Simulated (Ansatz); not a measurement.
# SiCl3 (built on the sites of a database entry of SnI3): phonons and vibrational spectra

Wanted: phonon frequencies of SiCl3 (built on the sites of a database entry of SnI3) and what follows from them.

Program: Ansatz 0.2.0. Level of theory: DFT PBE, scalar-relativistic, plane waves, norm-conserving pseudopotentials. Results are calculated unless marked as measured.

The structure was built from a prototype and need not be the compound's stable phase.

## (1) Starting point

It takes space group Pm-3m (No. 221, cubic). The conventional cell has a = 4.784 Å, b = 4.784 Å, c = 4.784 Å, α = 90.00°, β = 90.00°, γ = 90.00°. Nearest to Si lie 6 Cl at 2.39 Å. Nearest to Cl lie 2 Si at 2.39 Å. Farther neighbours and most contacts between anions are not listed.

## (2) Bringing the structure to rest

Harmonic phonons are second derivatives at a point where the forces vanish, and they are wanted at zero stress, so atoms and cell are relaxed first.

File input.yaml:

```yaml
crystal:
  lattice:
    - [4.78398, 0.0, 0.0]
    - [0.0, 4.78398, 0.0]
    - [0.0, 0.0, 4.78398]
  atoms:
    - { symbol: Si, position: [0.0, 0.0, 0.0] }
    - { symbol: Cl, position: [0.5, 0.0, 0.0] }
    - { symbol: Cl, position: [0.0, 0.0, 0.5] }
    - { symbol: Cl, position: [0.0, 0.5, 0.0] }
kpoints:
  mp_grid: { grid: [10, 10, 10] }
hamiltonian:
  xc: pbe
  pseudopotentials: { kind: nc }
scf:
  occupations: { method: gaussian, width: 0.1 }
output:
  forces: true
  stress: true
  eigenvalues: true
relax:
  adjacent_minimum: "off"
  f_tol: 0.005
  max_steps: 80
  cell: { stress_tol: 0.05 }
```

Run with:

```sh
> ansatz run input.yaml --threads 4 --pin off --max-ram 14336MiB --backend cpu --events-out ev --progress --plain --runs-dir out
```

Numbers of over 12 decimals in the logs are rounded to 6 here.

The program printed:

```text
Engine: ansatz 0.2.0, aarch64-unknown-linux-gnu
Pseudopotentials: kind: nc
Pseudopotential: Si, nc, valence charge 4, recommended cutoff 489.804952 eV (normal), Si.nc.azcp
Pseudopotential: Cl, nc, valence charge 7, recommended cutoff 789.130201 eV (normal), Cl.nc.azcp (PseudoDojo's, or run here from an input of PseudoDojo's: the run reads no file of this project's for it)
Functional definition: PBE
  parameter kappa = 0.804
  parameter beta = 0.066725
  exchange = pbe_x(kappa = kappa, mu = beta*pi^2/3)
  correlation = pbe_c(beta = beta)
Crystal: 4 atoms, lattice volume = 109.488 Å³
Basis set: ecut = 789.130201 eV, 5497 PW (Γ), exchange–correlation on 90×90×90 points (8 copies of the dense FFT grid, shifted against one another)
Bands: 17, of which v1, the nominal top of the filled ones, is band 13 counted from 1 (12 counted from 0)
Symmetry: 48 space group operations
Space group: Pm-3m (ITA 221), of the structure as read, at distance tolerance 4.8e-5 Å
k-points: 56 of 1000
Non-local potential: Si, projectors of the file, l = 0: 2, l = 1: 2, l = 2: 2
Non-local potential: Cl, projectors of the file, l = 0: 2, l = 1: 2, l = 2: 2
Initial density: superposition of atomic densities (chi_scale 0.1, normalization cell, long waves kept (reshape's long-wave potential 0.02 eV rms))
Initial wavefunctions: pseudopotential atomic-orbital guess
Functional: x = pbe(κ = 0.804, μ = 0.219515), c = pbe(β = 0.066725)
SCF iter   1: F=—  HF=-1456.349905 eV  |F-HF|=—  |Δ(HF+E_count)|=         —  Δρ=2.07e-2  dr2=4.85e-1  ethr=3.10e-3  ⟨swp⟩=9.4  Hψ=6795  notcnv=0
preconditioner: auto → none  [metal: Δε(μ)=0.015 eV  Ē_g=11.465 eV  σ=0.100 eV  W_gap=0.08  n_scr=18 (ndim 8)  ℏωp=17.7 eV  f_vac=0.151  D(μ)=0.60/eV (n_scr^D=0)  sad-step TF]
SCF iter   2: F=—  HF=-1456.258409 eV  |F-HF|=—  |Δ(HF+E_count)|=   9.15e-2  Δρ=1.12e-2  dr2=1.28e-1  ethr=1.94e-3  ⟨swp⟩=2.9  Hψ=1724  notcnv=0
SCF iter   3: F=—  HF=-1456.237476 eV  |F-HF|=—  |Δ(HF+E_count)|=   2.09e-2  Δρ=1.42e-3  dr2=2.95e-3  ethr=5.14e-4  ⟨swp⟩=3.1  Hψ=1988  notcnv=0  defer=14
SCF iter   4: F=—  HF=-1456.237077 eV  |F-HF|=—  |Δ(HF+E_count)|=   3.99e-4  Δρ=3.13e-4  dr2=5.71e-5  ethr=1.18e-5  ⟨swp⟩=2.1  Hψ=2052  notcnv=0  defer=16
SCF iter   5: F=—  HF=-1456.237148 eV  |F-HF|=—  |Δ(HF+E_count)|=   7.10e-5  Δρ=4.54e-5  dr2=2.21e-6  ethr=2.28e-7  ⟨swp⟩=2.1  Hψ=1630  notcnv=0  defer=19
SCF iter   6: F=-1456.237148 eV  HF=-1456.237148 eV  |F-HF|=2.19e-8  |Δ(HF+E_count)|=   2.08e-7  Δρ=4.90e-6  dr2=3.84e-8  ethr=4.00e-10  ⟨swp⟩=9.7  Hψ=6519  notcnv=0
SCF 1 converged in 6 iterations: F = -1456.237148 eV  dr2 = 3.84e-8
relax step   1: F+E_penalty+E_count = -1456.23714802 eV  Δ(F+E_penalty+E_count) = +0.000e0 eV  max|allowed force component| = 5.982e-30 eV/Å  Δτ_max = 0.0000 Å  P = -1.232 GPa  Ω = 109.488 Å³  (6 SCF iters, dr2 threshold 1.00e-7 eV, accepted)
Crystal: 4 atoms, lattice volume = 107.390 Å³
Basis set: ecut = 789.130201 eV, 5449 PW (Γ), exchange–correlation on 90×90×90 points (8 copies of the dense FFT grid, shifted against one another)
Initial density: handed on by an earlier stage of this run
Initial wavefunctions: those handed on with the density
iter 1 solved again at ethr=2.05e-6 eV; its pass at ethr=3.10e-3 eV (dr2=5.12e-4 eV) is discarded
SCF iter   1: F=—  HF=-1456.248877 eV  |F-HF|=—  |Δ(HF+E_count)|=         —  Δρ=5.10e-4  dr2=5.62e-4  ethr=2.05e-6  ⟨swp⟩=2.8  Hψ=7510  notcnv=0
preconditioner: auto → none  [metal: Δε(μ)=0.063 eV  Ē_g=11.326 eV  σ=0.100 eV  W_gap=0.34  n_scr=18 (ndim 8)  ℏωp=17.9 eV  f_vac=0.167  D(μ)=0.57/eV (n_scr^D=0)]
SCF iter   2: F=—  HF=-1456.248675 eV  |F-HF|=—  |Δ(HF+E_count)|=   2.02e-4  Δρ=1.90e-4  dr2=4.47e-5  ethr=2.05e-6  ⟨swp⟩=2.5  Hψ=1652  notcnv=0
SCF iter   3: F=—  HF=-1456.248656 eV  |F-HF|=—  |Δ(HF+E_count)|=   1.90e-5  Δρ=5.84e-5  dr2=2.05e-6  ethr=1.79e-7  ⟨swp⟩=2.7  Hψ=1745  notcnv=0
SCF iter   4: F=-1456.248657 eV  HF=-1456.248657 eV  |F-HF|=3.41e-8  |Δ(HF+E_count)|=   1.08e-6  Δρ=1.74e-5  dr2=3.09e-7  ethr=1.60e-9  ⟨swp⟩=9.2  Hψ=5695  notcnv=0
SCF 2 converged in 4 iterations: F = -1456.248657 eV  dr2 = 3.09e-7
relax step   2: F+E_penalty+E_count = -1456.24865668 eV  Δ(F+E_penalty+E_count) = -1.151e-2 eV  max|allowed force component| = 7.046e-30 eV/Å  Δτ_max = 0.0000 Å  P = -0.471 GPa  Ω = 107.390 Å³  energy of the carried Pulay correction = +2.651e-4 eV  (4 SCF iters, dr2 threshold 4.00e-7 eV, accepted)
Crystal: 4 atoms, lattice volume = 106.130 Å³
Basis set: ecut = 789.130201 eV, 5377 PW (Γ), exchange–correlation on 90×90×90 points (8 copies of the dense FFT grid, shifted against one another)
iter 1 solved again at ethr=7.59e-7 eV; its pass at ethr=3.10e-3 eV (dr2=1.90e-4 eV) is discarded
SCF iter   1: F=—  HF=-1456.250670 eV  |F-HF|=—  |Δ(HF+E_count)|=         —  Δρ=3.31e-4  dr2=2.26e-4  ethr=7.59e-7  ⟨swp⟩=3.8  Hψ=7367  notcnv=0
preconditioner: auto → none  [metal: Δε(μ)=0.064 eV  Ē_g=11.395 eV  σ=0.100 eV  W_gap=0.35  n_scr=18 (ndim 8)  ℏωp=18.0 eV  f_vac=0.165  D(μ)=0.56/eV (n_scr^D=0)]
SCF iter   2: F=—  HF=-1456.250597 eV  |F-HF|=—  |Δ(HF+E_count)|=   7.24e-5  Δρ=1.26e-4  dr2=1.88e-5  ethr=7.59e-7  ⟨swp⟩=2.6  Hψ=1709  notcnv=0
SCF iter   3: F=—  HF=-1456.250597 eV  |F-HF|=—  |Δ(HF+E_count)|=   7.09e-7  Δρ=3.84e-5  dr2=8.70e-7  ethr=7.53e-8  ⟨swp⟩=2.5  Hψ=1644  notcnv=0
SCF iter   4: F=-1456.250597 eV  HF=-1456.250597 eV  |F-HF|=9.22e-9  |Δ(HF+E_count)|=   4.98e-7  Δρ=1.13e-5  dr2=1.34e-7  ethr=1.60e-9  ⟨swp⟩=8.6  Hψ=5496  notcnv=0
SCF 3 converged in 4 iterations: F = -1456.250597 eV  dr2 = 1.34e-7
relax step   3: F+E_penalty+E_count = -1456.25059716 eV  Δ(F+E_penalty+E_count) = -1.940e-3 eV  max|allowed force component| = 1.500e-30 eV/Å  Δτ_max = 0.0000 Å  P = +0.025 GPa  Ω = 106.130 Å³  energy of the carried Pulay correction = +4.268e-4 eV  (4 SCF iters, dr2 threshold 4.00e-7 eV, accepted)
Initial wavefunctions: pseudopotential atomic-orbital guess (no wavefunctions were taken with the density)
iter 1 solved again at ethr=3.38e-6 eV; its pass at ethr=3.10e-3 eV (dr2=8.46e-4 eV) is discarded
SCF iter   1: F=—  HF=-1456.250239 eV  |F-HF|=—  |Δ(HF+E_count)|=         —  Δρ=2.66e-5  dr2=1.82e-7  ethr=3.38e-6  ⟨swp⟩=3.2  Hψ=9681  notcnv=0
eigensolver tolerance schedule: the retry pair's looser diagonalisation over-reported the residual by 4646.83 of it (diagonalisation noise at an unbounded share of the residual, at the tolerance the schedule requests for it); recorded, not acted on — ethr = c·dr2/N_el stays at c = 1.0e-1
preconditioner: auto → none  [metal: Δε(μ)=0.064 eV  Ē_g=11.396 eV  σ=0.100 eV  W_gap=0.35  n_scr=18 (ndim 8)  ℏωp=18.0 eV  f_vac=0.166  D(μ)=0.56/eV (n_scr^D=0)]
SCF iter   2: F=—  HF=-1456.250223 eV  |F-HF|=—  |Δ(HF+E_count)|=   1.68e-5  Δρ=1.36e-5  dr2=2.82e-8  ethr=7.28e-10  ⟨swp⟩=3.5  Hψ=2264  notcnv=0
SCF iter   3: F=—  HF=-1456.250223 eV  |F-HF|=—  |Δ(HF+E_count)|=   1.75e-7  Δρ=5.86e-6  dr2=5.40e-9  ethr=1.13e-10  ⟨swp⟩=2.4  Hψ=1627  notcnv=0
SCF iter   4: F=—  HF=-1456.250223 eV  |F-HF|=—  |Δ(HF+E_count)|=   4.32e-8  Δρ=2.13e-7  dr2=4.97e-11  ethr=2.16e-11  ⟨swp⟩=2.0  Hψ=1653  notcnv=0
SCF iter   5: F=-1456.250223 eV  HF=-1456.250223 eV  |F-HF|=4.32e-12  |Δ(HF+E_count)|=  4.09e-12  Δρ=9.77e-8  dr2=4.02e-12  ethr=1.00e-12  ⟨swp⟩=7.9  Hψ=4998  notcnv=0
SCF 4 converged in 5 iterations: F = -1456.250223 eV  dr2 = 4.02e-12
relax step   4: F+E_penalty+E_count = -1456.25022277 eV  Δ(F+E_penalty+E_count) = +3.744e-4 eV  max|allowed force component| = 2.679e-30 eV/Å  Δτ_max = 0.0000 Å  P = +0.020 GPa  Ω = 106.130 Å³  stress off target by 1.96e-2 GPa  SCF on the basis re-selected at this cell (its energy is not comparable with the rows above)  (5 SCF iters)
basis re-selected at this cell: Δ(F+E_penalty+E_count) = +3.744e-4 eV, ΔP = -0.005 GPa vs the last step (what re-selecting the basis moved, of the pressure what is left beyond the Pulay correction that the steps carried, after the strain that the cell walked since its last selection, with what the two solves' SCF thresholds leave and, on support functions, any second-order correction that the steps lacked; it is no m [...]
SCF converged after 5 iterations
Free energy (F): -1456.250223 eV
Harris-Foulkes:  -1456.250223 eV  (|F-HF|=4.32e-12)
Internal energy: -1456.247436 eV  (E = F + TS)
E sigma→0 (E₀):  -1456.248830 eV
Entropy (-TS):   -0.002786 eV (-0.697 meV/atom)
Fermi energy:    2.194291 eV
--- Per-component energies (eV) ---
  E_band       = -104.198842
  E_kinetic    = 495.778999
  E_local      = -1078.794541  (includes V_loc(G=0)·N_el)
  E_nonlocal   = 201.005482
  E_hartree    = 321.075520
  E_xc         = -407.076186
  E_vxc        = -364.339823  (∫ρ·V_xc dr)
  E_ewald      = -988.236711
  E_smearing   = -0.002786  (= −TS)
  E_closure    = 0.000000  (closes the sum)
  Σ components = -1456.250223   (vs F -1456.250223, Δ=0.00e0)
--- Forces (eV/Å), atoms counted from 1 ---
  atom   1  Si    -0.00000000    -0.00000000    -0.00000000
  atom   2  Cl    -0.00000000    -0.00000000     0.00000000
  atom   3  Cl     0.00000000     0.00000000    -0.00000000
  atom   4  Cl    -0.00000000     0.00000000    -0.00000000
  max |Σ_I F_I| component: 1.91e-30 eV/Å
--- Stress (GPa, compression-positive) ---
        0.019550      -0.000000      -0.000000
       -0.000000       0.019550       0.000000
       -0.000000       0.000000       0.019550
  P = ⅓ Tr σ = 0.0196 GPa (0.196 kbar)
--- Band table (eV; the first three rows and the last of 56) ---
  k-point 0: bands = [... 9 lower, 0.1546, 0.2382, 0.2382, 0.2382, 7.6372, 8.3172, 8.3172, 8.3172]
  k-point 1: bands = [... 9 lower, 0.1347, 0.2189, 0.2189, 0.2727, 7.7596, 8.3375, 8.4523, 8.4523]
  k-point 2: bands = [... 9 lower, 0.0832, 0.2101, 0.2101, 0.4591, 8.0919, 8.3926, 8.6624, 8.8176]
  k-point 55: bands = [... 9 lower, 1.0694, 1.0694, 1.0694, 4.1201, 4.1201, 4.1201, 6.3201, 8.3719]
--- Relaxed structure (3 steps of the walk, 3 accepted, 1 SCFs on fresh bases) ---
  F+E_penalty+E_count = -1456.25022277 eV   max|allowed force component| = 2.679e-30 eV/Å   (the final SCF, on the basis selected at the relaxed cell)
  cell:  # Å, volume = 106.1297 Å³
    - [4.734552, 0.0, 0]
    - [0, 4.734552, 0]
    - [0, 0.0, 4.734552]
  atoms:
    - { symbol: Si, position: [0, 0, 0] }
    - { symbol: Cl, position: [0.5, 0, 0] }
    - { symbol: Cl, position: [0, 0, 0.5] }
    - { symbol: Cl, position: [0, 0.5, 0] }
```

The job ended after 15 s (4 threads of Arm Neoverse V1, shared host; peak memory 0.59 GiB; 60 s of CPU time).

This run has no spin polarisation although its electron count is odd.

Relaxation path:

| step | energy less that of the first step (eV) | largest force component (eV/Å) | pressure (GPa) | volume (Å³) |
| --- | --- | --- | --- | --- |
| 1 | 0.0000 | 0.0000 | -1.23 | 109.49 |
| 2 | -0.0115 | 0.0000 | -0.47 | 107.39 |
| 3 | -0.0134 | 0.0000 | 0.03 | 106.13 |
| 4* | -0.0131 | 0.0000 | 0.02 | 106.13 |

Relaxation steps marked * repeat the geometry before them on a plane-wave basis chosen anew for their cell, so energy and pressure can jump there.

Forces are held to the 48 operations that the run works with; a distortion that breaks them can't arise in this run.

| conventional cell, symmetrised | before | after | change |
| --- | --- | --- | --- |
| a (Å) | 4.784 | 4.735 | -1.0 % |
| b (Å) | 4.784 | 4.735 | -1.0 % |
| c (Å) | 4.784 | 4.735 | -1.0 % |
| volume (Å³/atom) | 27.37 | 26.53 | -3.1 % |

Final coordinates:

```cif
data_structure
_symmetry_space_group_name_H-M 'P 1'
_symmetry_Int_Tables_number 1
_cell_length_a 4.7346
_cell_length_b 4.7346
_cell_length_c 4.7346
_cell_angle_alpha 90.000
_cell_angle_beta 90.000
_cell_angle_gamma 90.000
_cell_volume 106.13
loop_
_atom_site_label
_atom_site_type_symbol
_atom_site_fract_x
_atom_site_fract_y
_atom_site_fract_z
_atom_site_occupancy
Si1 Si 0.00000 0.00000 0.00000 1
Cl2 Cl 0.50000 0.00000 0.00000 1
Cl3 Cl 0.00000 0.00000 0.50000 1
Cl4 Cl 0.00000 0.50000 0.00000 1
```

This step gave:

- pressure: 0.01955 GPa
- volume per atom: 26.53 Å³
- gap on the k-mesh: 0 eV

In this step the volume went from 27.37 to 26.53 Å³/atom.

## (3) Relaxing to small forces for the phonons

Phonons need a cell at rest on their own settings, so the relaxation is repeated with tight tolerances on forces and stress, using the mesh and the filling of the phonon run that follows.

input.yaml, the sections that differ from step 2:

```yaml
crystal:
  lattice:
    - [4.7345523295, 0.0, 0.0]
    - [0.0, 4.7345523295, 0.0]
    - [0.0, 0.0, 4.7345523295]
  atoms:
    - { symbol: Si, position: [0.0, 0.0, 0.0] }
    - { symbol: Cl, position: [0.5, 0.0, 0.0] }
    - { symbol: Cl, position: [0.0, 0.0, 0.5] }
    - { symbol: Cl, position: [0.0, 0.5, 0.0] }
scf:
  occupations: { method: methfessel_paxton, width: 0.2 }
relax:
  adjacent_minimum: "off"
  f_tol: 0.001
  max_steps: 60
  cell: { stress_tol: 0.01 }
# kpoints, hamiltonian, output: as in step 2
```

The program printed:

```text
[...]
Crystal: 4 atoms, lattice volume = 106.130 Å³
Basis set: ecut = 789.130201 eV, 5377 PW (Γ), exchange–correlation on 90×90×90 points (8 copies of the dense FFT grid, shifted against one another)
Bands: 17, of which v1, the nominal top of the filled ones, is band 13 counted from 1 (12 counted from 0)
Symmetry: 48 space group operations
[...]
k-points: 56 of 1000
[...]
k-point 55: bands = [... 9 lower, 1.0673, 1.0673, 1.0673, 4.1168, 4.1168, 4.1168, 6.3148, 8.3704]
--- Relaxed structure (2 steps of the walk, 2 accepted, 1 SCFs on fresh bases) ---
[...]
cell:  # Å, volume = 106.1557 Å³
    - [4.734940, 0.0, 0.0]
    - [0.0, 4.734940, 0]
    - [0.0, 0, 4.734940]
  atoms:
    - { symbol: Si, position: [0, 0, 0] }
    - { symbol: Cl, position: [0.5, 0, 0] }
    - { symbol: Cl, position: [0, 0, 0.5] }
    - { symbol: Cl, position: [0, 0.5, 0] }
[key lines of the parts left out:]
SCF converged after 6 iterations
Free energy (F): -1456.247772 eV
Fermi energy:    2.208243 eV
P = ⅓ Tr σ = 0.0065 GPa (0.065 kbar)
```

The job ended after 12 s (4 threads; peak memory 0.59 GiB).

Little changed from the start: no atom moved by 0.005 Å and no cell edge by 0.1 %.

This step gave:

```yaml
pressure: 0.006516 GPa
volume_per_atom: 26.54 Å³
```

The forces vanish by symmetry and the pressure is 0.007 GPa, within the tolerances set. The cell now holds 26.54 Å³/atom.

## (4) Zone-centre response

The zone centre comes first: it holds the modes that light can see, as far as symmetry allows. No field response is asked, since the mesh shows no gap.

input.yaml, the sections that differ from step 3:

```yaml
crystal:
  lattice:
    - [4.7349396865, 0.0, 0.0]
    - [0.0, 4.7349396865, 0.0]
    - [0.0, 0.0, 4.7349396865]
  atoms:
    - { symbol: Si, position: [0.0, 0.0, 0.0] }
    - { symbol: Cl, position: [0.5, 0.0, 0.0] }
    - { symbol: Cl, position: [0.0, 0.0, 0.5] }
    - { symbol: Cl, position: [0.0, 0.5, 0.0] }
output:
  eigenvalues: true
phonons:
  method: dfpt
# kpoints, hamiltonian, scf: as in step 3
# relax: removed
```

The program printed:

```text
zone centre: on kpoints.mp_grid the ground state, and the responses unless they are solved on pairs of k-points, stand on 216 of the mesh's 1000 k-points, reduced under 8 symmetry operations, with k and −k counted as one. Each operation leaves every solved displacement unchanged or reverses it
[...]
Crystal: 4 atoms, lattice volume = 106.156 Å³
Basis set: ecut = 789.130201 eV, 5377 PW (Γ), exchange–correlation on 90×90×90 points (8 copies of the dense FFT grid, shifted against one another)
Bands: 17, of which v1, the nominal top of the filled ones, is band 13 counted from 1 (12 counted from 0)
Symmetry: 48 space group operations
k-points: 216 of 1000 (irreducible under 8 space group operations)
[...]
SCF iter   1: F=—  HF=-1456.343186 eV  |F-HF|=—  |Δ(HF+E_count)|=         —  Δρ=2.06e-2  dr2=4.44e-1  ethr=3.10e-3  ⟨swp⟩=9.1  Hψ=25764  notcnv=0
[...]
SCF iter   9: F=-1456.247772 eV  HF=-1456.247772 eV  |F-HF|=4.55e-13  |Δ(HF+E_count)|=  3.41e-12  S|Δr|=    0.00e0  Δρ=1.36e-8  dr2=2.72e-13  ethr=1.00e-12  ⟨swp⟩=6.3  Hψ=17472  notcnv=0
SCF 1 converged in 9 iterations: F = -1456.247772 eV  dr2 = 2.72e-13
DFPT response loops at Γ: preconditioner auto → none (partly filled bands, converged f_vac=0.166); β = 0.50; Broyden in place of MSR1
SCF converged after 9 iterations
[...]
Free energy (F): -1456.247772 eV
[...]
Internal energy: -1456.251098 eV  (E = F + TS)
E sigma→0 (E₀):  -1456.248603 eV
Entropy (-TS):   0.003326 eV (0.832 meV/atom)
Fermi energy:    2.208242 eV
Step filling:    the computed levels leave a gap of 0.0000 eV = 0.0 smearing widths at the electron count; against every level under it full and every level over it empty, smearing changes F+E_penalty+E_count by +0.645 meV and its σ→0 estimate by -0.186 meV
[...]
--- Band table (eV; the first three rows and the last of 216) ---
  k-point 0: bands = [... 9 lower, 0.1529, 0.2364, 0.2364, 0.2364, 7.6351, 8.3154, 8.3154, 8.3154]
  k-point 1: bands = [... 9 lower, 0.1330, 0.2171, 0.2171, 0.2708, 7.7575, 8.3358, 8.4505, 8.4505]
  k-point 2: bands = [... 9 lower, 0.0815, 0.2083, 0.2083, 0.4568, 8.0896, 8.3908, 8.6582, 8.8154]
  k-point 215: bands = [... 9 lower, 1.0673, 1.0673, 1.0673, 4.1168, 4.1168, 4.1168, 6.3148, 8.3704]
--- Phonons (Γ-DFPT): 3 representative perturbations + reference, on 216 of 1000 k-points (Σ response iterations 9) ---
  k mesh reduced under 8 symmetry operations, with k and −k counted as one. Each operation leaves every solved displacement unchanged or reverses it
  ASR residual: 2.043e-5 → 0.000e0 eV/Å²; symmetrization residual: 5.941e-6 eV/Å²
  ASR residual per site (eV/Å²): 4.95e-6 2.04e-5 2.04e-5 2.04e-5
  Γ frequencies (cm⁻¹): -258.25 -258.25 -258.25 0.00 0.00 0.00 89.29 89.29 89.29 188.42 188.42 188.42
  non-analytic LO–TO correction: not included (Born effective charges unavailable; polar crystals: no LO–TO splitting at Γ)
```

Wall time 78 s (4 threads); peak memory 3.2 GiB.

Numbers from this step:

```
sum-rule residual before enforcement                    : 2.04e-5 eV/Å²
point group                                             : m-3m
highest optical mode at the zone centre (no LO-TO term) : 188.4 cm⁻¹
lowest optical zone-centre mode                         : -258.2 cm⁻¹
```

Patterns of degenerate modes are one choice out of their space. Modes at Γ, with each element's share of the kinetic energy (negative means imaginary):

| mode | frequency (cm⁻¹) | symmetry | Si % | Cl % |
| --- | --- | --- | --- | --- |
| 1 | -258.2 | T1u | 76 | 24 |
| 2 | -258.2 | T1u | 76 | 24 |
| 3 | -258.2 | T1u | 76 | 24 |
| 4 | 0.0 | acoustic | 21 | 79 |
| 5 | 0.0 | acoustic | 21 | 79 |
| 6 | 0.0 | acoustic | 21 | 79 |
| 7 | 89.3 | T2u | 0 | 100 |
| 8 | 89.3 | T2u | 0 | 100 |
| 9 | 89.3 | T2u | 0 | 100 |
| 10 | 188.4 | T1u | 3 | 97 |
| 11 | 188.4 | T1u | 4 | 96 |
| 12 | 188.4 | T1u | 3 | 97 |

Displacements in mode 1 (-258.2 cm⁻¹), the largest set to 1:
```
Si1  0.00  0.28  1.00
Cl2  0.00 -0.05 -0.18
Cl3  0.00 -0.05 -0.44
Cl4  0.00 -0.12 -0.18
```

Displacements in mode 10 (188.4 cm⁻¹), the largest set to 1:
```
Si1 -0.01  0.03  0.28
Cl2 -0.03 -0.07 -0.61
Cl3  0.02 -0.07  1.00
Cl4  0.02  0.12 -0.61
```

Before it was imposed, the acoustic sum rule was missed by 2.0e-5 eV/Å². Small misses are needed for a sound result but don't prove that mesh and cutoff are converged. The lowest optical mode is imaginary, 258.2i cm⁻¹, so the energy falls along it.

(Continued in part 2 of 2.)

[Logs are printed without paths, hosts, clocks, repeated set-up lines and the standing remarks that a program may print on its own settings, such as how far it seeks lower states.]

[Hosts, paths, dates, database ids (printed as entryN), source tags and the programs' standing remarks are cut or masked in the printed files.]
